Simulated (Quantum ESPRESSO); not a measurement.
# GaN (F-43m): how pressure shifts the optical phonon

By how much does an optical zone-centre mode of GaN (F-43m) shift under hydrostatic pressure?

Main program and level: Quantum ESPRESSO 7.5; DFT LDA, scalar-relativistic, plane waves, PseudoDojo norm-conserving pseudopotentials.

**1. Set-up**

The structure is cubic, space group F-43m (No. 216). Conventional cell: a = 4.453 Å, b = 4.453 Å, c = 4.453 Å, α = 90.00°, β = 90.00°, γ = 90.00°. Nearest to Ga lie 4 N at 1.93 Å. Nearest to N lie 4 Ga at 1.93 Å. Farther neighbours and most contacts between anions are not listed.

As a file:

```cif
data_structure
_symmetry_space_group_name_H-M 'F-43m'
_symmetry_Int_Tables_number 216
_cell_length_a 4.4528
_cell_length_b 4.4528
_cell_length_c 4.4528
_cell_angle_alpha 90.000
_cell_angle_beta 90.000
_cell_angle_gamma 90.000
_cell_volume 88.29
loop_
_atom_site_label
_atom_site_type_symbol
_atom_site_symmetry_multiplicity
_atom_site_Wyckoff_symbol
_atom_site_fract_x
_atom_site_fract_y
_atom_site_fract_z
_atom_site_occupancy
Ga1 Ga 4 a 0.00000 0.00000 0.00000 1
N1 N 4 c 0.75000 0.25000 0.75000 1
```

This is the cell after its relaxation at this level of theory, not the database cell from which that began.

**2. Runs at several volumes**

The relaxed cell is scaled uniformly; in this structure symmetry fixes all atoms, so nothing has to be relaxed anew. Each volume gets a ground state and a response at Γ. The mode followed is the highest one without the macroscopic field, of symmetry T2; longitudinal polar modes lie higher. Cutoff 92 Ry, k mesh 12×12×12.

From the response at V/V₀ = 0.94:

Log:

```text
[banners, grids, parts of the stress and lines that vanish by symmetry left out]
Program PHONON v.7.5
     Reading xml data from directory:

[...]
Exchange-correlation= PW
                           (   1   4   0   0   0   0   0)
[...]
kinetic-energy cut-off    =      92.0000  Ry
     charge density cut-off    =     368.0000  Ry
     convergence threshold     =      1.0E-18
[...]
Exchange-correlation= PW
                           (   1   4   0   0   0   0   0)
[...]
q = (   0.0000000   0.0000000   0.0000000 )
     25 Sym.Ops. (with q -> -q+G )
     G cutoff =  633.3479  (  16625 G-vectors)     FFT grid: ( 36, 36, 36)
     number of k points=    72
[...]
Mode symmetry, T_d (-43m)  point group:
[...]
Dielectric constant
[...]
End of electric fields calculation
          Dielectric constant in cartesian axis
          (       5.474077800       0.000000000       0.000000000 )
          (       0.000000000       5.474077800       0.000000000 )
          (       0.000000000      -0.000000000       5.474077800 )
          Effective charges (d Force / dE) in cartesian axis without acoustic sum rule applied (asr)
           atom    1  Ga    Mean Z*:        2.61474
      Ex  (        2.61474        0.00000       -0.00000 )
      Ey  (        0.00000        2.61474       -0.00000 )
      Ez  (        0.00000       -0.00000        2.61474 )
           atom    2  N     Mean Z*:       -2.61492
      Ex  (       -2.61492       -0.00000        0.00000 )
      Ey  (       -0.00000       -2.61492        0.00000 )
      Ez  (       -0.00000        0.00000       -2.61492 )
          Effective charges Sum: Mean:       -0.00017
[...]
Effective charges (d Force / dE) in cartesian axis with asr applied:
           atom    1  Ga    Mean Z*:        2.61483
[...]
atom    2  N     Mean Z*:       -2.61483
[...]
Representation #   1 modes #   1   2   3
[...]
End of self-consistent calculation
     Convergence has been achieved
     Representation #   2 modes #   4   5   6
[...]
End of self-consistent calculation
     Convergence has been achieved
[...]
Dielectric constant in cartesian axis
          (       5.474077800       0.000000000       0.000000000 )
          (       0.000000000       5.474077800       0.000000000 )
          (       0.000000000      -0.000000000       5.474077800 )
          Effective charges (d Force / dE) in cartesian axis without acoustic sum rule applied (asr)
           atom    1  Ga    Mean Z*:        2.61474
      Ex  (        2.61474        0.00000       -0.00000 )
      Ey  (        0.00000        2.61474       -0.00000 )
      Ez  (        0.00000       -0.00000        2.61474 )
           atom    2  N     Mean Z*:       -2.61492
      Ex  (       -2.61492       -0.00000        0.00000 )
      Ey  (       -0.00000       -2.61492        0.00000 )
      Ez  (       -0.00000        0.00000       -2.61492 )
          Effective charges Sum: Mean:       -0.00017
[...]
Effective charges (d Force / dE) in cartesian axis with asr applied:
           atom    1  Ga    Mean Z*:        2.61483
[...]
atom    2  N     Mean Z*:       -2.61483
[...]
q = (    0.000000000   0.000000000   0.000000000 )
[...]
freq (    1) =      -0.069415 [THz] =      -2.315431 [cm-1]
     freq (    2) =      -0.069415 [THz] =      -2.315431 [cm-1]
     freq (    3) =      -0.069415 [THz] =      -2.315431 [cm-1]
     freq (    4) =      18.202829 [THz] =     607.181020 [cm-1]
     freq (    5) =      18.202829 [THz] =     607.181020 [cm-1]
     freq (    6) =      18.202829 [THz] =     607.181020 [cm-1]
[...]
Mode symmetry, T_d (-43m)  point group:
     freq (   1-   3) =         -2.3  [cm-1]   --> T_2  G_15 P_4   I+R
     freq (   4-   6) =        607.2  [cm-1]   --> T_2  G_15 P_4   I+R

   JOB DONE.
```

One volume, V/V₀ = 1, is held back as a test.

```csv
V/V₀,volume (Å³/atom),pressure (GPa),ω (cm⁻¹)
0.94,10.374,14.39,607.18
0.97,10.705,6.63,579.70
1,11.036,0.03,held back
1.03,11.367,-5.59,529.69
1.06,11.698,-10.37,506.86
```

**3. The fit**

The mode Grüneisen parameter is γ = −d ln ω / d ln V.

```csv
ln(V/V₀),ln ω
-0.0619,6.4088
-0.0305,6.3625
0.0296,6.2723
0.0583,6.2282
```

A straight line through these points has the slope -1.503, so γ = 1.50; at V/V₀ = 1 it predicts ω = exp(6.3163 + 0.0000) = 553.51 cm⁻¹.

A parabola of pressure against ln V through V/V₀ = 0.97, 1 and 1.03 gives the bulk modulus B = −dP/d ln V = 203 GPa at V₀. With ω₀ from the fitted line the pressure coefficient follows as dω/dP = γ ω₀ / B = 1.50 × 553.5 / 203 = 4.09 cm⁻¹/GPa.

**4. The run that was held back**

Log:

```text
[banners, grids, parts of the stress and lines that vanish by symmetry left out]
[banner, memory and clock lines left out]
Program PHONON v.7.5

[...]
Exchange-correlation= PW
                           (   1   4   0   0   0   0   0)
[...]
kinetic-energy cut-off    =      92.0000  Ry
     charge density cut-off    =     368.0000  Ry
     convergence threshold     =      1.0E-18
[...]
Exchange-correlation= PW
                           (   1   4   0   0   0   0   0)
[...]
q = (   0.0000000   0.0000000   0.0000000 )
     25 Sym.Ops. (with q -> -q+G )
     G cutoff =  660.0200  (  17933 G-vectors)     FFT grid: ( 40, 40, 40)
     number of k points=    72
[...]
Mode symmetry, T_d (-43m)  point group:
[...]
Dielectric constant
[...]
End of electric fields calculation
          Dielectric constant in cartesian axis
          (       5.764066892      -0.000000000       0.000000000 )
          (      -0.000000000       5.764066892      -0.000000000 )
          (      -0.000000000      -0.000000000       5.764066892 )
          Effective charges (d Force / dE) in cartesian axis without acoustic sum rule applied (asr)
           atom    1  Ga    Mean Z*:        2.64527
      Ex  (        2.64527       -0.00000       -0.00000 )
      Ey  (       -0.00000        2.64527        0.00000 )
      Ez  (       -0.00000        0.00000        2.64527 )
           atom    2  N     Mean Z*:       -2.64579
      Ex  (       -2.64579        0.00000        0.00000 )
      Ey  (        0.00000       -2.64579       -0.00000 )
      Ez  (       -0.00000       -0.00000       -2.64579 )
[...]
Representation #   1 modes #   1   2   3
[...]
End of self-consistent calculation
     Convergence has been achieved
     Representation #   2 modes #   4   5   6
[...]
End of self-consistent calculation
     Convergence has been achieved
[...]
Dielectric constant in cartesian axis
          (       5.764066892      -0.000000000       0.000000000 )
          (      -0.000000000       5.764066892      -0.000000000 )
          (      -0.000000000      -0.000000000       5.764066892 )
          Effective charges (d Force / dE) in cartesian axis without acoustic sum rule applied (asr)
           atom    1  Ga    Mean Z*:        2.64527
      Ex  (        2.64527       -0.00000       -0.00000 )
      Ey  (       -0.00000        2.64527        0.00000 )
      Ez  (       -0.00000        0.00000        2.64527 )
           atom    2  N     Mean Z*:       -2.64579
      Ex  (       -2.64579        0.00000        0.00000 )
      Ey  (        0.00000       -2.64579       -0.00000 )
      Ez  (       -0.00000       -0.00000       -2.64579 )
          Effective charges Sum: Mean:       -0.00052
[...]
Effective charges (d Force / dE) in cartesian axis with asr applied:
           atom    1  Ga    Mean Z*:        2.64553
[...]
atom    2  N     Mean Z*:       -2.64553
[...]
q = (    0.000000000   0.000000000   0.000000000 )
[...]
freq (    1) =       0.041894 [THz] =       1.397444 [cm-1]
     freq (    2) =       0.041894 [THz] =       1.397444 [cm-1]
     freq (    3) =       0.041894 [THz] =       1.397444 [cm-1]
     freq (    4) =      16.606316 [THz] =     553.927071 [cm-1]
     freq (    5) =      16.606316 [THz] =     553.927071 [cm-1]
     freq (    6) =      16.606316 [THz] =     553.927071 [cm-1]
[...]
Mode symmetry, T_d (-43m)  point group:
     freq (   1-   3) =          1.4  [cm-1]   --> T_2  G_15 P_4   I+R
     freq (   4-   6) =        553.9  [cm-1]   --> T_2  G_15 P_4   I+R
```

It gives 553.93 cm⁻¹ against the predicted 553.51 cm⁻¹, a miss of 0.4 cm⁻¹.

**5. What came out**

```yaml
mode_grueneisen_parameter: 1.503
bulk_modulus: 203 GPa
pressure_coefficient: 4.09 cm⁻¹/GPa
```

In words: The highest optical mode of GaN (F-43m) without the LO-TO term stiffens by 4.09 cm⁻¹ a GPa near the relaxed volume, with γ = 1.50. The power law meets all 5 runs within 0.08 %; between neighbouring volumes γ runs from 1.47 to 1.53. Such a coefficient turns a measured shift of this mode into a hydrostatic stress; uniaxial or biaxial stress splits the mode and needs deformation potentials. These are harmonic values at zero temperature for the structure held cubic, which a run at Γ can't show to be stable; the bulk modulus rests on three points.

[Host names and launcher messages were left out of these logs when they were recorded.]

[Logs are printed without paths, hosts, clocks, repeated set-up lines and the standing remarks that a program may print on its own settings, such as how far it seeks lower states.]

[Hosts, paths, dates, database ids (printed as entryN), source tags and the programs' standing remarks are cut or masked in the printed files.]
